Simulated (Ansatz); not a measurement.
# How BaZrO3 absorbs and reflects light

Wanted: where BaZrO3 starts to absorb, how strongly, and its refractive index.

Calculated with Ansatz 0.2.0; DFT, PBE, plane-wave PAW, default files, scalar-relativistic, independent-particle optical response without local fields.

## 1. The structure

Symmetry: Pm-3m, No. 221, cubic system. Conventional cell: a = 4.191 Å, b = 4.191 Å, c = 4.191 Å, α = 90.00°, β = 90.00°, γ = 90.00°. Nearest to Ba lie 12 O at 2.96 Å. Zr has 6 O at 2.10 Å nearest. O has 2 Zr at 2.10 Å and 4 Ba at 2.96 Å nearest. Farther neighbours and most contacts between anions are not listed.

## 2. Ground state and bands

First the ground state: is it a metal or has it a gap?

This step: DFT, PBE, plane-wave PAW, default files, scalar-relativistic, ground state (Ansatz 0.2.0).

input.yaml reads:

```yaml
crystal:
  lattice:
    - [4.19134, 0.0, 0.0]
    - [0.0, 4.19134, 0.0]
    - [0.0, 0.0, 4.19134]
  atoms:
    - { symbol: Ba, position: [0.0, 0.0, 0.0] }
    - { symbol: Zr, position: [0.5, 0.5, 0.5] }
    - { symbol: O, position: [0.5, 0.5, 0.0] }
    - { symbol: O, position: [0.5, 0.0, 0.5] }
    - { symbol: O, position: [0.0, 0.5, 0.5] }
kpoints:
  mp_grid: { grid: [5, 5, 5] }
  band_path:
    path:
      - [[0.0, 0.0, 0.0], [0.0, 0.5, 0.0], [0.5, 0.5, 0.0], [0.0, 0.0, 0.0], [0.5, 0.5, 0.5], [0.0, 0.5, 0.0]]
      - [[0.5, 0.5, 0.0], [0.5, 0.5, 0.5]]
    npoints: 10
scf:
  occupations: { method: fermi_dirac, width: 0.05 }
  n_extra_bands: 9
hamiltonian:
  xc: pbe
  pseudopotentials: { kind: paw }
output:
  forces: true
  stress: true
  populations: true
  write_bands: true
  write_density: true
  write_potential: true
  elf: true
  volumetric_format: npy
```

The run is started by

```
$ ansatz run input.yaml --threads 4 --pin off --max-ram 8192MiB --backend cpu --events-out ev --progress --plain --runs-dir out
```

Numbers of over 12 decimals in the logs are rounded to 6 here.

The program printed:

```text
scf.n_extra_bands = 9 over 20 filled bands (N_el = 40.0): the run solves 29 bands
Engine: ansatz 0.2.0, aarch64-unknown-linux-gnu
Pseudopotentials: kind: paw
Pseudopotential: Ba, paw, valence charge 10, recommended cutoff 420 eV (normal), Ba.paw.azcp
Pseudopotential: Zr, paw, valence charge 12, recommended cutoff 420 eV (normal), Zr.paw.azcp
Pseudopotential: O, paw, valence charge 6, recommended cutoff 420 eV (normal), O.paw.azcp
Functional definition: PBE
  parameter kappa = 0.804
  parameter beta = 0.066725
  exchange = pbe_x(kappa = kappa, mu = beta*pi^2/3)
  correlation = pbe_c(beta = beta)
Crystal: 5 atoms, lattice volume = 73.631 Å³
Basis set: ecut = 420 eV, 1419 PW (Γ), exchange–correlation on 60×60×60 points (8 copies of the dense FFT grid, shifted against one another)
Bands: 29, of which v1, the nominal top of the filled ones, is band 20 counted from 1 (19 counted from 0)
Symmetry: 48 space group operations
Space group: Pm-3m (ITA 221), of the structure as read, at distance tolerance 4.2e-5 Å
k-points: 10 of 125
Non-local potential: Ba, projectors of the file, l = 0: 3, l = 1: 2, l = 2: 2, l = 3: 2
Non-local potential: Zr, projectors of the file, l = 0: 3, l = 1: 2, l = 2: 2, l = 3: 2
Non-local potential: O, projectors of the file, l = 0: 2, l = 1: 2, l = 2: 1
PAW form: soft (Blöchl's): semilocal exchange-correlation on the pseudo side does not see the compensation charge
PAW one-centre angular grid: Ba, 194 points (default); XC on 64 Gauss nodes
PAW one-centre angular grid: Zr, 590 points (default); XC on 64 Gauss nodes
PAW one-centre angular grid: O, 110 points (default); XC on 64 Gauss nodes
Initial density: superposition of atomic densities (neutral atoms: chi_scale 0, normalization atom), corrected by the library's trained network
Initial wavefunctions: pseudopotential atomic-orbital guess
Functional: x = pbe(κ = 0.804, μ = 0.219515), c = pbe(β = 0.066725)
SCF iter   1: F=—  HF=-11844.669856 eV  |F-HF|=—  |Δ(HF+E_count)|=         —  Δρ=8.35e-4  dr2=3.69e-4  ethr=1.77e-3  ⟨swp⟩=7.7  Hψ=1585  notcnv=0  defer=3
preconditioner: auto → Resta (q_TF=auto, 2.464 Å⁻¹)  ε∞=3.4  [insulator: Δε(μ)=3.333 eV  Ē_g=17.244 eV  σ=0.050 eV  W_gap=1.00  n_scr=18 (ndim 8)  ℏωp=26.7 eV  f_vac=0.000  D(μ)=0.00/eV (n_scr^D=0)  ε∞_Penn≈3.4]
SCF iter   2: F=—  HF=-11844.669954 eV  |F-HF|=—  |Δ(HF+E_count)|=   9.80e-5  Δρ=7.50e-4  dr2=3.17e-4  ethr=9.23e-7  ⟨swp⟩=2.3  Hψ=573  notcnv=0  defer=8
SCF iter   3: F=—  HF=-11844.669976 eV  |F-HF|=—  |Δ(HF+E_count)|=   2.16e-5  Δρ=3.81e-4  dr2=7.93e-5  ethr=7.93e-7  ⟨swp⟩=1.9  Hψ=364  notcnv=0  defer=8
SCF iter   4: F=—  HF=-11844.669939 eV  |F-HF|=—  |Δ(HF+E_count)|=   3.65e-5  Δρ=5.66e-5  dr2=1.04e-6  ethr=1.98e-7  ⟨swp⟩=2.0  Hψ=368  notcnv=0  defer=8
iter 5 did not close the SCF: its close was put off for the readings that it lacked (scf_convergence_deferred on its scf_iter line)
SCF iter   5: F=-11844.669940 eV  HF=-11844.669940 eV  |F-HF|=5.02e-8  |Δ(HF+E_count)|=   8.72e-7  Δρ=1.20e-5  dr2=9.11e-8  ethr=2.59e-9  ⟨swp⟩=2.2  Hψ=458  notcnv=0  defer=8
SCF iter   6: F=-11844.669940 eV  HF=-11844.669940 eV  |F-HF|=9.95e-9  |Δ(HF+E_count)|=  8.37e-11  Δρ=3.90e-6  dr2=1.32e-8  ethr=2.28e-10  ⟨swp⟩=12.2  Hψ=2105  notcnv=0
SCF 1 converged in 6 iterations: F = -11844.669940 eV  dr2 = 1.32e-8
  greatest PAW one-centre occupation: 0.995 electrons in one spin orbital (limit 2), on the Zr atom at site 1 (counted from 0), in its partial waves of l = 0
NSCF: frozen V_eff on 62 k-points
SCF converged after 6 iterations
Free energy (F): -11844.669940 eV
Harris-Foulkes:  -11844.669940 eV  (|F-HF|=9.95e-9)
Internal energy: -11844.669940 eV  (E = F + TS)
E sigma→0 (E₀):  -11844.669940 eV
Fermi energy:    11.445404 eV
--- Per-component energies (eV) ---
  E_band       = -90.945787
  E_kinetic    = 1034.025454
  E_local      = -1940.226585  (includes V_loc(G=0)·N_el)
  E_nonlocal   = 275.976321
  E_hartree    = 688.072661
  E_xc         = -556.320752
  E_vxc        = -615.807770  (∫ρ·V_xc dr)
  E_paw        = -8652.427414  (= ΣΔE_a)
  E_vpaw       = -221.061633  (= ΣTr[D̂ρ^β])
  E_aug_tail   = 0.007365  (compensation charges beyond the density's cutoff)
  E_ewald      = -2693.776990
  E_smearing   = -0.000000  (= −TS)
  E_closure    = 0.000000  (closes the sum)
  Σ components = -11844.669940   (vs F -11844.669940, Δ=0.00e0)
--- Forces (eV/Å), atoms counted from 1 ---
  atom   1  Ba    -0.00000000     0.00000000    -0.00000000
  atom   2  Zr     0.00000000    -0.00000000     0.00000000
  atom   3  O     -0.00000000    -0.00000000     0.00000000
  atom   4  O     -0.00000000    -0.00000000    -0.00000000
  atom   5  O      0.00000000     0.00000000     0.00000000
  max |Σ_I F_I| component: 7.88e-29 eV/Å
--- Stress (GPa, compression-positive) ---
        4.053420      -0.000000       0.000000
       -0.000000       4.053420       0.000000
        0.000000       0.000000       4.053420
  P = ⅓ Tr σ = 4.0534 GPa (40.534 kbar)
--- Band table (eV; the first three rows and the last of 10) ---
  k-point 0: bands = [... 16 lower, 8.8323, 9.6346, 9.6346, 9.6346, 13.0698, 13.0698, 13.0698, 14.5808, ... 5 higher]
  k-point 1: bands = [... 16 lower, 8.5868, 8.8128, 9.5230, 9.5230, 13.1838, 13.8900, 13.8900, 15.1542, ... 5 higher]
  k-point 2: bands = [... 16 lower, 8.1632, 8.2457, 9.4179, 9.4179, 13.3958, 15.2757, 15.2757, 16.1534, ... 5 higher]
  k-point 9: bands = [... 16 lower, 7.3592, 9.6141, 9.6141, 9.7248, 15.8525, 16.0132, 16.0132, 16.8269, ... 5 higher]
--- Löwdin populations: 5 sites ---
  site symbol       q [e]
     0     Ba      8.2044
     1     Zr     10.7864
     2      O      6.8771
     3      O      6.8771
     4      O      6.8771
  spilling = 0.009451 (of n_electrons = 40.000000)
```

Wall time 1.7 s (4 threads of Arm Neoverse V2, shared host); peak memory 0.38 GiB; 4.6 s of CPU time.

Reading the cycles: dr2 is the Hartree energy of the density residual (eV), the measure of convergence; HF is the Harris–Foulkes estimate of the energy, which meets the free energy F at convergence.

This step gave:

* free energy: -11844.6699 eV
* Fermi energy: 11.45 eV
* gap by band count: 3.345 eV
* electrons: 40
* symmetry operations: 48
* pressure: 4.053 GPa
* gap on the k-mesh: 3.345 eV
* volume: 73.63 Å³
* gap on the path: 3.239 eV
* least direct gap on the path: 3.435 eV

There is a gap, 3.24 eV on the path, so no carriers' term is needed. The cell is left with a pressure of 4.1 GPa, as it stands unrelaxed at this level.

Electronic bands along the path, in eV, zero at the Fermi level; v1 is the highest filled band, c1 the lowest empty one:

```csv
point,v4,v3,v2,v1,c1,c2,c3,c4
Γ,-2.61,-1.81,-1.81,-1.81,1.62,1.62,1.62,3.13
halfway,-2.96,-2.86,-1.96,-1.96,1.79,2.81,2.81,3.97
X,-3.33,-3.25,-2.04,-2.04,1.99,4.11,4.11,4.90
halfway,-2.90,-2.70,-2.27,-2.05,3.04,4.09,4.29,5.58
M,-2.52,-2.52,-2.38,-1.66,4.10,4.10,4.90,4.96
halfway,-2.98,-2.58,-2.16,-2.12,2.88,2.96,3.25,4.83
Γ,-2.61,-1.81,-1.81,-1.81,1.62,1.62,1.62,3.13
halfway,-3.63,-2.30,-2.30,-2.14,3.40,3.40,3.66,5.44
R,-4.11,-1.61,-1.61,-1.61,4.46,4.46,4.46,5.38
halfway,-3.58,-2.42,-2.14,-2.04,3.67,4.32,4.46,5.64
X,-3.33,-3.25,-2.04,-2.04,1.99,4.11,4.11,4.90
jump to M,-2.52,-2.52,-2.38,-1.66,4.10,4.10,4.90,4.96
halfway,-3.92,-2.09,-2.09,-1.64,4.42,4.42,4.75,5.18
R,-4.11,-1.61,-1.61,-1.61,4.46,4.46,4.46,5.38
```

Electrostatic potential energy in the ac plane at fractional y = 0.500, with atoms of Zr and O within 0.2 Å of it. With pseudopotentials it is smooth inside the atoms' cores, unlike the true potential.

Ten even steps from '0' (-59 eV) to '9' (15 eV), each cell a mean:
```
99999743589999
99999865799999
99999988999999
99999877789999
78997632468998
45886300147975
23785200027853
34786200037864
67997522368987
99998765679999
99999988899999
99999977899999
99999743589999
99999632479999
```
Atoms in or near the plane, at fractional coordinates: Zr at (0.50, 0.50), O at (0.50, 0.00), O at (0.00, 0.50).

ELF in the ac plane at fractional y = 0.500, with atoms of Zr and O within 0.2 Å of it. It is the smooth field of the valence electrons, not physical close to the nuclei.

Ten even steps from '_' (0.01) to '@' (0.81), each cell a mean:
```
______==%%@@%%##@@@@##--____
______::##@@@@@@@@@@++..____
--::..__::==++++++--..__..--
##**--..__..--==::..__..++##
@@@@##::::**@@@@%%++..--@@@@
%%@@%%--==@@%%##@@%%::++@@@@
==%%@@==**@@==..##@@==++@@##
**@@@@--++@@**==%%@@--++@@%%
@@@@##::--##@@@@@@**..==@@@@
@@%%++....--++**==::__::##%%
==--..__..::--==--::..__::==
..____..++##@@@@%%##--..____
______--%%@@@@%%@@@@**::____
____..==@@@@**==%%@@##--____
```
Atoms in or near the plane, at fractional coordinates: Zr at (0.50, 0.50), O at (0.50, 0.00), O at (0.00, 0.50).

## 3. Spectrum

With the density converged, the vertical transitions are summed over the zone.

This step: DFT, PBE, plane-wave PAW, default files, scalar-relativistic, independent-particle optical response without local fields (Ansatz 0.2.0).

input.yaml, the sections that differ from step 2:

```yaml
kpoints:
  mp_grid: { grid: [5, 5, 5] }
scf:
  occupations: { method: fixed }
output:
  optics:
    e_range: [0, 22]
    de: 0.05
    sigma: 0.1
    nscf_kmesh: { grid: [8, 8, 8] }
    bands: { spectra_wanted_up_to: 22 }
# crystal, hamiltonian: as in step 2
```

The program printed:

```text
[...]
Crystal: 5 atoms, lattice volume = 73.631 Å³
Basis set: ecut = 420 eV, 1419 PW (Γ)
Bands: 25, of which v1, the nominal top of the filled ones, is band 20 counted from 1 (19 counted from 0)
Symmetry: 48 space group operations
[...]
k-points: 10 of 125
[...]
SCF iter   1: F=—  HF=-11844.669935 eV  |F-HF|=—  |Δ(HF+E_count)|=         —  Δρ=8.10e-4  dr2=2.05e-4  ethr=1.77e-3  ⟨swp⟩=4.5  Hψ=1066  notcnv=0  defer=24
[...]
SCF iter  10: F=-11844.669869 eV  HF=-11844.669869 eV  |F-HF|=3.64e-12  |Δ(HF+E_count)|=  3.64e-12  Δρ=1.17e-8  dr2=7.74e-14  ethr=1.00e-12  ⟨swp⟩=8.9  Hψ=1097  notcnv=0
SCF 1 converged in 10 iterations: F = -11844.669869 eV  dr2 = 7.74e-14
[...]
NSCF: frozen V_eff on 35 k-points
output.optics: what the bands over the 65 summed would add to eps1, eps2 and the energy-loss function is held between a lower and an upper bound (7 Lanczos steps). eps1, eps2 and their loss function (loss_summed_bands) are given on every row as the summed bands alone make them. Along an axis, on a row where the two bounds hold the loss function to about 1 % of the greater of itself and 0.5 % of |1/eps|, its cell (loss_completed) is given, with the completed eps1 and eps2 that it is formed of (a cell that is left empty reads nan in the table and null in the record). The two bounds hold it so along every axis on all 441 rows up to 22.000 eV. [rest of the remark cut]
SCF converged after 10 iterations
Free energy (F): -11844.669869 eV
[...]
Internal energy: -11844.669869 eV  (E = F + TS)
E sigma→0 (E₀):  -11844.669869 eV
Fermi energy:    9.724840 eV
[...]
--- Band table (eV; the first three rows and the last of 10) ---
  k-point 0: bands = [... 16 lower, 8.8324, 9.6349, 9.6349, 9.6349, 13.0698, 13.0698, 13.0698, 14.5808, ... 1 higher]
  k-point 1: bands = [... 16 lower, 8.5869, 8.8129, 9.5233, 9.5233, 13.1838, 13.8900, 13.8900, 15.1542, ... 1 higher]
  k-point 2: bands = [... 16 lower, 8.1633, 8.2458, 9.4183, 9.4183, 13.3958, 15.2757, 15.2757, 16.1534, ... 1 higher]
  k-point 9: bands = [... 16 lower, 7.3593, 9.6142, 9.6142, 9.7248, 15.8525, 16.0132, 16.0132, 16.8269, ... 1 higher]
```

Elapsed: 14 s, on 4 threads; peak memory 1.1 GiB; 54 s of CPU time.

Read-outs, printed or worked out from the files:

| Property | Result |
| --- | --- |
| electronic dielectric constant ε∞, mean over x, y and z (by symmetry where fewer were run) | 4.986 |
| absorption onset, first axis (α over 10⁴ cm⁻¹, or the direct gap if that lies higher) | 3.491 eV |
| main peak of Im epsilon, first axis | 6.288 eV |
| photocurrent from vertical transitions in a film 500 nm thick on a perfect mirror (two passes), AM1.5G, no front reflection, all carriers collected | 0.4452 mA/cm² |
| least direct gap on the mesh | 3.435 eV |
| bands summed | 65 |
| spectra valid up to | 28.89 eV |
| program's estimate of the k-sum error in Im epsilon | 0.07 % |
| electrons in the f-sum | 30.01 |

The Im ε, any direction has structure finer than the step of the table below, so its rows give means over 1 eV, whole bins alone (the curve runs from 0 to 22 eV). Peaks (eV: height): 6.3: 9.45, 8.0: 8.03, 9.4: 7.19, 19.0: 4.70.

Table of Im ε, any direction by photon energy; means over each step:

photon energy (eV), Im ε, any direction and a bar:
```
        2       0.00 
        3       0.01 
        4       1.05 #####
        5       3.62 ################
        6       6.78 ##############################
        7       3.37 ###############
        8       5.89 ##########################
        9       5.38 ########################
       10       5.56 #########################
       11       2.76 ############
       12       1.39 ######
       13       0.93 ####
       14       0.90 ####
       15       0.73 ###
       16       1.86 ########
       17       2.85 #############
       18       3.68 ################
       19       3.34 ###############
       20       1.39 ######
       21       1.59 #######
```

Re ε, any direction against photon energy:

```csv
photon energy (eV),"Re ε, any direction"
0.0,4.99
0.5,5.00
1.0,5.06
1.5,5.16
2.0,5.32
2.5,5.57
3.0,5.95
3.5,6.75
4.0,7.51
4.5,7.92
5.0,7.60
5.5,7.12
6.0,6.80
6.5,0.468
7.0,2.79
7.5,5.35
8.0,3.19
8.5,2.03
9.0,3.09
9.5,0.946
10.0,-0.700
10.5,-1.71
11.0,-1.19
11.5,-0.996
12.0,-0.518
12.5,0.139
13.0,0.194
13.5,0.912
14.0,1.09
14.5,1.17
15.0,1.84
15.5,2.45
16.0,2.39
16.5,2.43
17.0,2.17
17.5,1.96
18.0,0.716
18.5,0.0285
19.0,-0.634
19.5,-1.52
20.0,-0.671
20.5,-0.0213
21.0,-0.538
21.5,-0.495
22.0,-0.446
```

The loss function −Im 1/ε at q → 0, any direction has structure finer than the step of the table below, so its rows give means over 0.5 eV, whole bins alone (the curve runs from 0 to 22 eV). Peaks (eV: height): 6.75: 0.258, 13.15: 1.19, 20.30: 0.787.

Table of loss function −Im 1/ε at q → 0, any direction by energy loss; means over each step:

```csv
energy loss (eV),"loss function −Im 1/ε at q → 0, any direction"
3.0,0
3.5,0.00392
4.0,0.0166
4.5,0.0340
5.0,0.0506
5.5,0.0658
6.0,0.0746
6.5,0.159
7.0,0.184
7.5,0.0885
8.0,0.113
8.5,0.189
9.0,0.149
9.5,0.141
10.0,0.175
10.5,0.217
11.0,0.315
11.5,0.404
12.0,0.696
12.5,0.847
13.0,1.00
13.5,0.585
14.0,0.481
14.5,0.377
15.0,0.176
15.5,0.153
16.0,0.198
16.5,0.210
17.0,0.226
17.5,0.220
18.0,0.265
18.5,0.280
19.0,0.236
19.5,0.342
20.0,0.617
20.5,0.685
21.0,0.523
21.5,0.681
```

The reflectivity at normal incidence, any direction has structure finer than the step of the table below, so its rows give means over 0.5 eV, whole bins alone (the curve runs from 0 to 22 eV). Peaks (eV: height): 6.35: 36.4, 8.10: 33.5, 10.55: 40.2, 19.45: 44.4, 21.30: 33.2.

Table of reflectivity at normal incidence, any direction by photon energy; means over each step:

```csv
photon energy (eV),"reflectivity at normal incidence, any direction (%)"
0.5,14.6
1.0,14.8
1.5,15.1
2.0,15.6
2.5,16.4
3.0,17.5
3.5,19.7
4.0,21.8
4.5,23.9
5.0,25.0
5.5,26.4
6.0,29.6
6.5,31.8
7.0,15.5
7.5,21.0
8.0,31.7
8.5,23.9
9.0,23.8
9.5,33.2
10.0,36.3
10.5,39.4
11.0,35.9
11.5,33.8
12.0,28.4
12.5,15.6
13.0,11.4
13.5,3.67
14.0,4.56
14.5,2.65
15.0,3.56
15.5,7.17
16.0,10.7
16.5,12.5
17.0,14.9
17.5,18.7
18.0,21.8
18.5,24.6
19.0,33.2
19.5,42.5
20.0,31.5
20.5,19.6
21.0,27.1
21.5,30.3
```

Refractive index n and extinction k against photon energy:

```csv
photon energy (eV),n,k
0,2.23,0
1,2.25,0
2,2.31,0
3,2.44,0
4,2.75,0.181
5,2.83,0.638
6,2.83,1.09
7,1.82,0.728
8,2.43,1.65
9,2.09,1.14
10,1.55,1.76
11,0.899,1.41
12,0.635,0.960
13,0.773,0.635
14,1.14,0.450
15,1.37,0.219
16,1.66,0.606
17,1.70,0.853
18,1.45,1.18
19,1.43,1.64
20,0.644,1.04
21,0.818,1.10
22,0.582,0.886
```

From ε follow the optical constants at some laser and lamp lines:

```csv
wavelength (nm),n,k,R (%),1/α
800,2.28,0.000,15.2,over 1 mm
633,2.30,0.000,15.6,over 1 mm
532,2.34,0.000,16.1,over 1 mm
450,2.40,0.000,16.9,over 1 mm
405,2.45,0.000,17.7,over 1 mm
308,2.75,0.191,22.0,128 nm
248,2.83,0.638,24.9,31 nm
```

Rows near the edge hang on the gap, which this functional as a rule makes too small, and phonon-assisted absorption is left out.

A film 1 µm thick would pass 72 % of daylight and look colourless, dimmed by reflection in transmission (x = 0.315, y = 0.331).

The f-sum over the summed bands holds 30.0 of the cell's 40 electrons outside the frozen cores, 16 of which lie in bands more than 12 eV below the Fermi level, whose transitions come at higher energies. Up to 22 eV the strength has a mean oscillator energy of 10.1 eV, well above the main peak, so higher transitions carry much of it.

(Part 1 of 2 ends here.)

[Logs are printed without paths, hosts, clocks, repeated set-up lines and the standing remarks that a program may print on its own settings, such as how far it seeks lower states.]

[Hosts, paths, dates, database ids (printed as entryN), source tags and the programs' standing remarks are cut or masked in the printed files.]
